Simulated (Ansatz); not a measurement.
**NaMgF3 (Neighborite, Pm-3m): following an unstable mode**

Which phase does NaMgF3 (Neighborite, Pm-3m) fall into along its unstable mode, and how much energy does it gain?

Program: Ansatz 0.2.0. Level of theory: DFT PBEsol, scalar-relativistic, plane waves, PAW; PAW set soft_1. Results are calculated unless marked as measured.

The database entry behind the starting cell lists a temperature of 1273 K, so it need not match the best structure at ambient conditions.

### 1. Set-up

The structure is cubic, space group Pm-3m (No. 221). The conventional cell has a = 3.908 Å, b = 3.908 Å, c = 3.908 Å, α = 90.00°, β = 90.00°, γ = 90.00°. Nearest to Na lie 12 F at 2.76 Å. Nearest to Mg lie 6 F at 1.95 Å. Nearest to F lie 2 Mg at 1.95 Å and 4 Na at 2.76 Å. Farther neighbours and most contacts between anions are not listed.

### 2. Phonons on a q mesh

The cell comes from relaxations at this level that are not shown. Stability and thermal properties need the whole zone. Linear response on a 4×4×4 q mesh gives force constants as far as a supercell of that size would, and the tensors from the zone-centre run are typed in so that the long-range dipole term is interpolated apart.

File input.yaml:

```yaml
crystal:
  lattice:
    - [3.9078370852, 0.0, 0.0]
    - [0.0, 3.9078370852, 0.0]
    - [0.0, 0.0, 3.9078370852]
  atoms:
    - { symbol: Na, position: [0.0, 0.0, 0.0] }
    - { symbol: Mg, position: [0.5, 0.5, 0.5] }
    - { symbol: F, position: [0.5, 0.5, 0.0] }
    - { symbol: F, position: [0.0, 0.5, 0.5] }
    - { symbol: F, position: [0.5, 0.0, 0.5] }
kpoints:
  mp_grid: { grid: [8, 8, 8] }
hamiltonian:
  xc: pbesol
  pseudopotentials: { kind: paw, azcp: { folder: soft_1 }, xc_functional: pbe }
scf:
  occupations: { method: fixed }
output:
  eigenvalues: true
phonons:
  method: dfpt
  qmesh: [4, 4, 4]
  temperatures: { t_max: 1000, t_step: 50 }
  qpath:
    path:
      - [[0.0, 0.0, 0.0], [0.0, 0.5, 0.0], [0.5, 0.5, 0.0], [0.0, 0.0, 0.0], [0.5, 0.5, 0.5], [0.0, 0.5, 0.0]]
      - [[0.5, 0.5, 0.5], [0.5, 0.5, 0.0]]
    npoints: 10
  non_analytic_term:
    high_frequency_dielectric_tensor: [[1.9595, 0.0, 0.0], [0.0, 1.9595, 0.0], [0.0, 0.0, 1.9595]]
    born_effective_charges:
      - { species: Na, tensor: [[1.142, 0.0, 0.0], [0.0, 1.142, 0.0], [0.0, 0.0, 1.142]] }
      - { species: Mg, tensor: [[1.9154, 0.0, 0.0], [0.0, 1.9154, 0.0], [0.0, 0.0, 1.9154]] }
      - { species: F, tensor: [[-0.8866, 0.0, 0.0], [0.0, -0.8866, 0.0], [0.0, 0.0, -1.2842]] }
      - { species: F, tensor: [[-1.2842, 0.0, 0.0], [0.0, -0.8866, 0.0], [0.0, 0.0, -0.8866]] }
      - { species: F, tensor: [[-0.8866, 0.0, 0.0], [0.0, -1.2842, 0.0], [0.0, 0.0, -0.8866]] }
    source: "zone-centre run at this cell"
```

Run with:

```bash
$ ansatz run input.yaml --threads 4 --pin off --max-ram 10240MiB --backend cpu --events-out ev --progress --plain --runs-dir out
```

Numbers of over 12 decimals in the logs are rounded to 6 here.

Output:

```text
Engine: ansatz 0.2.0, x86_64-unknown-linux-gnu
Pseudopotentials: kind: paw
Pseudopotential: Na, paw, valence charge 9, recommended cutoff 420 eV (normal), soft_1/Na.paw.azcp
Pseudopotential: Mg, paw, valence charge 10, recommended cutoff 420 eV (normal), soft_1/Mg.paw.azcp
Pseudopotential: F, paw, valence charge 7, recommended cutoff 420 eV (normal), soft_1/F.paw.azcp
Functional definition: PBEsol
  exchange = pbesol_x
  correlation = pbesol_c
Crystal: 5 atoms, lattice volume = 59.677 Å³
Basis set: ecut = 420 eV, 1189 PW (Γ), exchange–correlation on 54×54×54 points (8 copies of the dense FFT grid, shifted against one another)
Bands: 25, of which v1, the nominal top of the filled ones, is band 20 counted from 1 (19 counted from 0)
Symmetry: 48 space group operations
k-points: 35 of 512
Non-local potential: Na, projectors of the file, l = 0: 3, l = 1: 2, l = 2: 1
Non-local potential: Mg, projectors of the file, l = 0: 3, l = 1: 2, l = 2: 1
Non-local potential: F, projectors of the file, l = 0: 2, l = 1: 2, l = 2: 1
PAW form: soft (Blöchl's): semilocal exchange-correlation on the pseudo side does not see the compensation charge
PAW frozen core: Na, regenerated for the run's functional, and the local potential with it (the file was generated under x = pbe(κ = 0.804, μ = 0.219515), c = pbe(β = 0.066725))
PAW frozen core: Mg, regenerated for the run's functional, and the local potential with it (the file was generated under x = pbe(κ = 0.804, μ = 0.219515), c = pbe(β = 0.066725))
PAW frozen core: F, regenerated for the run's functional, and the local potential with it (the file was generated under x = pbe(κ = 0.804, μ = 0.219515), c = pbe(β = 0.066725))
PAW one-centre angular grid: Na, 110 points (default); XC on 64 Gauss nodes
PAW one-centre angular grid: Mg, 110 points (default); XC on 64 Gauss nodes
PAW one-centre angular grid: F, 110 points (default); XC on 64 Gauss nodes
Initial density: superposition of atomic densities (chi_scale 0.1, normalization cell, long waves kept (reshape's long-wave potential 0.01 eV rms))
Initial wavefunctions: pseudopotential atomic-orbital guess
Functional: x = pbesol(κ = 0.804, μ = 0.123457), c = pbesol(β = 0.046)
SCF iter   1: F=—  HF=-5800.307128 eV  |F-HF|=—  |Δ(HF+E_count)|=         —  Δρ=1.49e-1  dr2=9.08e0  ethr=3.10e-3  ⟨swp⟩=4.9  Hψ=3725  notcnv=0  defer=86
preconditioner: auto → Resta (q_TF=auto, 2.552 Å⁻¹)  ε∞=3.1  [insulator: Δε(μ)=3.547 eV  Ē_g=16.442 eV  n_scr=18 (ndim 8)  ℏωp=23.5 eV  f_vac=0.000  ε∞_Penn≈3.1]
SCF iter   2: F=—  HF=-5797.178034 eV  |F-HF|=—  |Δ(HF+E_count)|=    3.13e0  Δρ=5.22e-2  dr2=1.28e0  ethr=3.10e-3  ⟨swp⟩=3.0  Hψ=2047  notcnv=0  defer=87
SCF iter   3: F=—  HF=-5796.889275 eV  |F-HF|=—  |Δ(HF+E_count)|=   2.89e-1  Δρ=2.19e-2  dr2=3.19e-1  ethr=3.10e-3  ⟨swp⟩=2.3  Hψ=1477  notcnv=0  defer=68
SCF iter   4: F=—  HF=-5796.809155 eV  |F-HF|=—  |Δ(HF+E_count)|=   8.01e-2  Δρ=5.25e-3  dr2=1.75e-2  ethr=7.97e-4  ⟨swp⟩=2.5  Hψ=1377  notcnv=0  defer=87
SCF iter   5: F=—  HF=-5796.808493 eV  |F-HF|=—  |Δ(HF+E_count)|=   6.62e-4  Δρ=1.52e-3  dr2=7.15e-4  ethr=4.39e-5  ⟨swp⟩=2.0  Hψ=1483  notcnv=0  defer=95
SCF iter   6: F=—  HF=-5796.809334 eV  |F-HF|=—  |Δ(HF+E_count)|=   8.41e-4  Δρ=2.03e-4  dr2=1.45e-5  ethr=1.79e-6  ⟨swp⟩=2.0  Hψ=1575  notcnv=0  defer=97
SCF iter   7: F=—  HF=-5796.809340 eV  |F-HF|=—  |Δ(HF+E_count)|=   6.39e-6  Δρ=4.92e-5  dr2=1.32e-6  ethr=3.62e-8  ⟨swp⟩=2.0  Hψ=1443  notcnv=0  defer=87
SCF iter   8: F=—  HF=-5796.809343 eV  |F-HF|=—  |Δ(HF+E_count)|=   2.68e-6  Δρ=1.41e-5  dr2=1.10e-7  ethr=3.31e-9  ⟨swp⟩=2.0  Hψ=1574  notcnv=0  defer=41
SCF iter   9: F=—  HF=-5796.809343 eV  |F-HF|=—  |Δ(HF+E_count)|=   6.42e-8  Δρ=2.95e-6  dr2=4.12e-9  ethr=2.74e-10  ⟨swp⟩=2.1  Hψ=1476  notcnv=0  defer=41
SCF iter  10: F=—  HF=-5796.809343 eV  |F-HF|=—  |Δ(HF+E_count)|=  5.85e-10  Δρ=1.14e-6  dr2=4.51e-10  ethr=1.03e-11  ⟨swp⟩=2.0  Hψ=1388  notcnv=0  defer=41
SCF iter  11: F=—  HF=-5796.809343 eV  |F-HF|=—  |Δ(HF+E_count)|=  1.09e-10  Δρ=2.14e-7  dr2=1.78e-11  ethr=1.13e-12  ⟨swp⟩=2.0  Hψ=1540  notcnv=0  defer=41
SCF iter  12: F=-5796.809343 eV  HF=-5796.809343 eV  |F-HF|=0.00e0  |Δ(HF+E_count)|=  2.09e-11  Δρ=5.31e-8  dr2=1.37e-12  ethr=1.00e-12  ⟨swp⟩=11.1  Hψ=4866  notcnv=0
SCF 1 converged in 12 iterations: F = -5796.809343 eV  dr2 = 1.37e-12
  greatest PAW one-centre occupation: 1.000 electrons in one spin orbital (limit 2), on the Mg atom at site 1 (counted from 0), in its partial waves of l = 0
NSCF: frozen V_eff on 35 k-points
NSCF: frozen V_eff on 125 k-points
DFPT response loops at q = (0, 0, 0) (fractional): preconditioner auto → none (the input reference at scf.mixing.eps_inf says where Resta's filter doesn't serve); β = 0.50; Broyden in place of MSR1
NSCF: frozen V_eff on 400 k-points
DFPT response loops at q = (0, 0, 0.25) (fractional): mixed as the last ones told, above
NSCF: frozen V_eff on 250 k-points
DFPT response loops at q = (0, 0, -0.5) (fractional): preconditioner auto → Resta (q_TF=auto, 2.552 Å⁻¹)  ε∞=3.2 (no band partly filled); β = 1.00, the filter's whole step (`scf.mixing.beta` (0.50) is not read by the response loops at its default; to damp them type it under 1.00, their step now; it binds the ground state too); Broyden in place of MSR1
NSCF: frozen V_eff on 640 k-points
DFPT response loops at q = (0, 0.25, 0.25) (fractional): preconditioner auto → none (the input reference at scf.mixing.eps_inf says where Resta's filter doesn't serve); β = 0.50; Broyden in place of MSR1
NSCF: frozen V_eff on 400 k-points
DFPT response loops at q = (0, 0.25, -0.5) (fractional): mixed as the last ones told, above
NSCF: frozen V_eff on 250 k-points
DFPT response loops at q = (0, -0.5, -0.5) (fractional): mixed as the last ones told, above
NSCF: frozen V_eff on 1024 k-points
DFPT response loops at q = (0.25, 0.25, 0.25) (fractional): mixed as the last ones told, above
NSCF: frozen V_eff on 640 k-points
DFPT response loops at q = (0.25, 0.25, -0.5) (fractional): mixed as the last ones told, above
NSCF: frozen V_eff on 400 k-points
DFPT response loops at q = (0.25, -0.5, -0.5) (fractional): mixed as the last ones told, above
NSCF: frozen V_eff on 250 k-points
DFPT response loops at q = (-0.5, -0.5, -0.5) (fractional): mixed as the last ones told, above
SCF converged after 12 iterations
Free energy (F): -5796.809343 eV
Harris-Foulkes:  -5796.809343 eV  (|F-HF|=0.00e0)
Internal energy: -5796.809343 eV  (E = F + TS)
E sigma→0 (E₀):  -5796.809343 eV
Fermi energy:    1.651201 eV
--- Per-component energies (eV) ---
  E_band       = -656.091981
  E_kinetic    = 780.431216
  E_local      = -4717.438480  (includes V_loc(G=0)·N_el)
  E_nonlocal   = 736.205577
  E_hartree    = 1639.956731
  E_xc         = -292.879184
  E_vxc        = -378.268615  (∫ρ·V_xc dr)
  E_paw        = -1167.322683  (= ΣΔE_a)
  E_vpaw       = -356.936640  (= ΣTr[D̂ρ^β])
  E_aug_tail   = 0.001554  (compensation charges beyond the density's cutoff)
  E_ewald      = -2776.004959
  E_core_change = 0.240884  (= ΣΔE_core)
  E_smearing   = -0.000000  (= −TS)
  E_closure    = -0.000000  (closes the sum)
  Σ components = -5796.809343   (vs F -5796.809343, Δ=0.00e0)
--- Band table (eV; the first three rows and the last of 35) ---
  k-point 0: bands = [... 16 lower, 0.9751, 1.1979, 1.1979, 1.1979, 7.6423, 15.1387, 15.1387, 15.2019, ... 1 higher]
  k-point 1: bands = [... 16 lower, 0.9434, 1.0263, 1.1714, 1.1714, 7.9139, 14.5094, 15.3314, 15.3749, ... 1 higher]
  k-point 2: bands = [... 16 lower, 0.8153, 0.8678, 1.1350, 1.1350, 8.6397, 13.3595, 15.8345, 15.8714, ... 1 higher]
  k-point 34: bands = [... 16 lower, 0.4703, 1.6512, 1.6512, 1.6512, 12.0585, 14.5518, 14.5518, 14.5518, ... 1 higher]
--- Phonons (Γ-DFPT): 4 representative perturbations + reference (Σ response iterations 13) ---
  ASR residual: 1.260e-3 → 0.000e0 eV/Å²; symmetrization residual: 1.785e-6 eV/Å²
  ASR residual per site (eV/Å²): 2.43e-4 1.26e-3 6.99e-4 6.99e-4 6.99e-4
  Γ frequencies (cm⁻¹): -50.41 -50.41 -50.41 0.00 0.00 0.00 129.40 129.40 129.40 283.56 283.56 283.56 538.56 538.56 538.56
--- Phonons (arbitrary-q DFPT): 10 irreducible q on the 4×4×4 mesh ---
  q = [0.0000, 0.0000, 0.0000] (star 1, of the zone-centre solve; hermiticity 2.52e-7, symmetrization 9.11e-13): -50.41 -50.41 -50.41 -0.00 -0.00 0.00 129.40 129.40 129.40 283.56 283.56 283.56 538.56 538.56 538.56
  q = [0.0000, 0.0000, 0.2500] (star 6, 9 solved perturbations in 1560 linear systems a pass and spin channel, the states on 200 of 512 k-point pairs; hermiticity 2.79e-7, symmetrization 1.85e-13): -42.28 -42.28 61.87 61.87 124.13 136.99 144.43 144.43 192.18 271.40 271.40 371.11 537.67 537.67 587.30
  q = [0.0000, 0.0000, -0.5000] (star 3, 9 solved perturbations in 975 linear systems a pass and spin channel, the states on 125 of 512 k-point pairs; hermiticity 2.50e-7, symmetrization 3.36e-13): -30.99 -30.99 75.51 75.51 143.96 160.62 172.72 172.72 214.01 252.87 252.87 472.60 498.29 536.79 536.79
  q = [0.0000, 0.2500, 0.2500] (star 12, 9 solved perturbations in 2460 linear systems a pass and spin channel, the states on 320 of 512 k-point pairs; hermiticity 3.34e-7, symmetrization 6.63e-14): -47.98 -29.96 59.09 92.40 101.43 140.18 147.38 173.79 217.66 259.37 343.89 367.90 496.88 536.81 590.52
  q = [0.0000, 0.2500, -0.5000] (star 12, 15 solved perturbations on 200 of 512 k-point pairs; hermiticity 3.87e-7, symmetrization 2.56e-14): -66.00 9.96 36.54 77.53 118.55 158.04 168.15 189.67 240.39 254.70 341.00 452.55 460.54 535.94 552.81
  q = [0.0000, -0.5000, -0.5000] (star 3, 9 solved perturbations in 975 linear systems a pass and spin channel, the states on 125 of 512 k-point pairs; hermiticity 2.76e-7, symmetrization 1.08e-13): -122.00 -20.79 -20.79 35.98 163.03 163.03 194.65 194.65 217.85 279.90 407.44 448.46 448.46 523.45 535.08
  q = [0.2500, 0.2500, 0.2500] (star 8, 4 solved perturbations in 1376 linear systems a pass and spin channel, the states on 512 of 512 k-point pairs; hermiticity 2.43e-7, symmetrization 2.01e-13): -39.03 -39.03 35.52 61.50 61.50 91.98 213.72 213.72 220.84 330.79 330.79 365.50 496.06 496.06 594.80
  q = [0.2500, 0.2500, -0.5000] (star 12, 9 solved perturbations in 2460 linear systems a pass and spin channel, the states on 320 of 512 k-point pairs; hermiticity 2.63e-7, symmetrization 5.16e-13): -69.38 -58.26 17.00 42.20 65.62 80.81 214.76 249.23 258.29 311.70 340.16 442.05 448.59 495.24 571.48
  q = [0.2500, -0.5000, -0.5000] (star 6, 9 solved perturbations in 1560 linear systems a pass and spin channel, the states on 200 of 512 k-point pairs; hermiticity 2.67e-7, symmetrization 1.68e-13): -122.43 -60.42 -60.42 36.69 56.70 56.70 254.44 254.44 280.63 307.59 407.08 436.26 436.26 469.12 558.06
  q = [-0.5000, -0.5000, -0.5000] (star 1, 4 solved perturbations in 350 linear systems a pass and spin channel, the states on 125 of 512 k-point pairs; hermiticity 2.14e-7, symmetrization 3.62e-13): -122.85 -122.85 -122.85 35.93 35.93 35.93 281.50 281.50 281.50 406.73 406.73 423.25 423.25 423.25 547.22
  sum rule: each row above includes the acoustic sum rule's correction from the zone centre's row sums; it moved no ω² by more than (3.76 cm⁻¹)²
  mesh force constants: q→R imaginary residual 7.91e-19; ASR residual 1.260e-3 → 0.000e0 eV/Å²; symmetrization residual 5.329e-15 eV/Å²
  interpolated dispersion: 63 rows × 15 modes
  density of states and harmonic sums: on the 16×16×16 q-mesh, interpolated from the force constants of a 4×4×4 supercell (with the dipole–dipole term of supplied tensors)
  largest difference from the sums on the solved wave vectors: F 6.20e-2 eV, S 7.50e-5 and C_V 1.79e-5 eV/K
  zero-point energy: 0.219379 eV/cell   skipped modes (ω ≤ 0): 371, of them read as no rigid motion or as one in doubt: 368 (2.181e0 modes/cell left out, lowest -122.85 cm⁻¹)   left out of the sums: 1.45e-1 of the cell's modes: C_V's classical limit lies that fraction below 3 k_B per atom; for a crystal, a wire or a layer, F and S can be off by more, and a phonons.interpolated_qmesh denser along its periods is the remedy for the sampling
```

Wall time 5.6 min (4 threads of Intel Xeon Platinum 8488C (Sapphire Rapids), shared host); peak memory 1.9 GiB.

In the SCF lines HF is the Harris–Foulkes energy and dr2 the Hartree energy of the density residual, in eV; the loop may stop once dr2 is under the threshold and the program's other checks hold. Hψ counts applications of the Hamiltonian.

This step gave:

| Item | Value |
| --- | --- |
| gap on the k-mesh | 5.991 eV |
| volume per atom | 11.94 Å³ |
| sum-rule residual before enforcement | 0.001260 eV/Å² |
| lowest frequency on the path | -122.8 cm⁻¹ |
| point group | m-3m |
| highest frequency on the path or at a solved wavevector | 623.7 cm⁻¹ |
| highest optical mode at the zone centre (no LO-TO term) | 538.6 cm⁻¹ |
| lowest optical zone-centre mode | -50.41 cm⁻¹ |
| lowest mode on the q mesh (acoustic modes at Γ apart) | -122.8 cm⁻¹ |

Frequencies (cm⁻¹) solved at each irreducible wavevector; negative means imaginary. Frequencies by wavevector, by row:

```csv
q in reciprocal lattice units,star,mode 1,mode 2,mode 3,mode 4,mode 13,mode 14,mode 15
0 0 0,1,-50.4,-50.4,-50.4,0,538.6,538.6,538.6
0 0 0.25,6,-42.3,-42.3,61.9,61.9,537.7,537.7,587.3
0 0 -0.5,3,-31,-31,75.5,75.5,498.3,536.8,536.8
0 0.25 0.25,12,-48,-30,59.1,92.4,496.9,536.8,590.5
0 0.25 -0.5,12,-66,10,36.5,77.5,460.5,535.9,552.8
0 -0.5 -0.5,3,-122,-20.8,-20.8,36,448.5,523.5,535.1
0.25 0.25 0.25,8,-39,-39,35.5,61.5,496.1,496.1,594.8
0.25 0.25 -0.5,12,-69.4,-58.3,17,42.2,448.6,495.2,571.5
0.25 -0.5 -0.5,6,-122.4,-60.4,-60.4,36.7,436.3,469.1,558.1
-0.5 -0.5 -0.5,1,-122.8,-122.8,-122.8,35.9,423.2,423.2,547.2
```

Interpolated from a 4×4×4 q mesh, with the LO-TO term (at Γ the limit along the path; where Γ stands inside the path, tables give the limit on arrival). Phonon branches along the path, in cm⁻¹:

```csv
point,branch 1,branch 2,branch 3,branch 4,branch 12,branch 13,branch 14,branch 15
Γ,-50,-50,0,0,336,539,539,624
halfway,-42,-42,62,62,371,538,538,587
X,-31,-31,76,76,473,498,537,537
halfway,-66,10,36,78,453,460,536,553
M,-122,-21,-21,36,448,448,524,535
halfway,-48,-30,59,92,368,497,537,590
Γ,-50,-50,0,0,336,539,539,624
halfway,-39,-39,36,62,366,496,496,595
R,-123,-123,-123,36,423,423,423,547
halfway,-69,-58,17,42,442,449,495,572
X,-31,-31,76,76,473,498,537,537
jump to R,-123,-123,-123,36,423,423,423,547
halfway,-122,-60,-60,37,436,436,469,558
M,-122,-21,-21,36,448,448,524,535
```

Symmetry leaves 10 wavevectors to solve. The lowest mode among them, the acoustic zeros apart, lies at q = (-0.5, -0.5, -0.5) and is imaginary, 122.8i cm⁻¹, so the energy falls along it.

### 3. The mode frozen in, largest atomic shift 0 Å

The mode followed lies at q = (-0.5, -0.5, -0.5) with frequency 122.8i cm⁻¹ and is 3-fold degenerate, the softest among the wavevectors solved. At small amplitude the distorted cell has space group no. 74 by a symmetry search on the positions. The undistorted cell that holds it gives the zero of energy on the same k mesh.

System of this step: NaMgF3. Symmetry: Pm-3m, No. 221, cubic system. The conventional cell has a = 3.908 Å, b = 3.908 Å, c = 3.908 Å, α = 90.00°, β = 90.00°, γ = 90.00°. Nearest to Na lie 12 F at 2.76 Å. Nearest to Mg lie 6 F at 1.95 Å. Nearest to F lie 2 Mg at 1.95 Å and 4 Na at 2.76 Å. Farther neighbours and most contacts between anions are not listed.

File input.yaml:

```yaml
crystal:
  lattice:
    - [3.9078370852, 3.9078370852, 0.0]
    - [3.9078370852, 0.0, 3.9078370852]
    - [3.9078370852, 0.0, -3.9078370852]
  atoms:
    - { symbol: Na, position: [0.0, 0.5, 0.5] }
    - { symbol: Na, position: [0.0, 0.0, 0.0] }
    - { symbol: Mg, position: [0.5, 0.25, 0.75] }
    - { symbol: Mg, position: [0.5, 0.75, 0.25] }
    - { symbol: F, position: [0.5, 0.0, 1.0] }
    - { symbol: F, position: [0.5, 0.5, 0.5] }
    - { symbol: F, position: [0.5, 0.5, 0.0] }
    - { symbol: F, position: [0.5, 0.0, 0.5] }
    - { symbol: F, position: [0.0, 0.0, 0.5] }
    - { symbol: F, position: [0.0, 0.5, 0.0] }
kpoints:
  mp_grid: { grid: [6, 6, 6] }
hamiltonian:
  xc: pbesol
  pseudopotentials: { kind: paw, azcp: { folder: soft_1 }, xc_functional: pbe }
scf:
  occupations: { method: gaussian, width: 0.02 }
output:
  forces: true
  stress: true
  eigenvalues: true
```

Output:

```text
[...]
Crystal: 10 atoms, lattice volume = 119.355 Å³
Basis set: ecut = 420 eV, 2277 PW (Γ), exchange–correlation on 80×80×80 points (8 copies of the dense FFT grid, shifted against one another)
Bands: 50, of which v1, the nominal top of the filled ones, is band 40 counted from 1 (39 counted from 0)
Symmetry: 96 space group operations
[...]
k-points: 16 of 216
[...]
k-point 0: bands = [... 36 lower, 1.1979, 1.6512, 1.6512, 1.6512, 7.6423, 12.0584, 14.5518, 14.5518, ... 4 higher]
  k-point 1: bands = [... 36 lower, 1.1812, 1.5652, 1.5652, 1.6029, 7.9998, 12.0492, 13.6696, 14.3098, ... 4 higher]
  k-point 2: bands = [... 36 lower, 1.1918, 1.3910, 1.3910, 1.4741, 8.9188, 11.3642, 13.5937, 14.1911, ... 4 higher]
  k-point 15: bands = [... 36 lower, 0.9970, 1.0059, 1.1417, 1.5066, 10.8793, 11.3725, 11.5154, 12.2001, ... 4 higher]
[key lines of the parts left out:]
SCF converged after 9 iterations
Free energy (F): -11593.618654 eV
Fermi energy:    4.646768 eV
P = ⅓ Tr σ = 0.0094 GPa (0.094 kbar)
```

Run time: 1.2 s. Hardware: 4 threads; peak memory 0.6 GiB; 4.2 s of CPU time.

Numbers from this step:

* pressure: 0.009365 GPa
* energy from the undistorted cell: 0 meV/atom

At this level the gap is 5.99 eV on the k-mesh of the self-consistent run, which can miss the band edges.

(Continued in part 2 of 3.)

[Logs are printed without paths, hosts, clocks, repeated set-up lines and the standing remarks that a program may print on its own settings, such as how far it seeks lower states.]

[Hosts, paths, dates, database ids (printed as entryN), source tags and the programs' standing remarks are cut or masked in the printed files.]
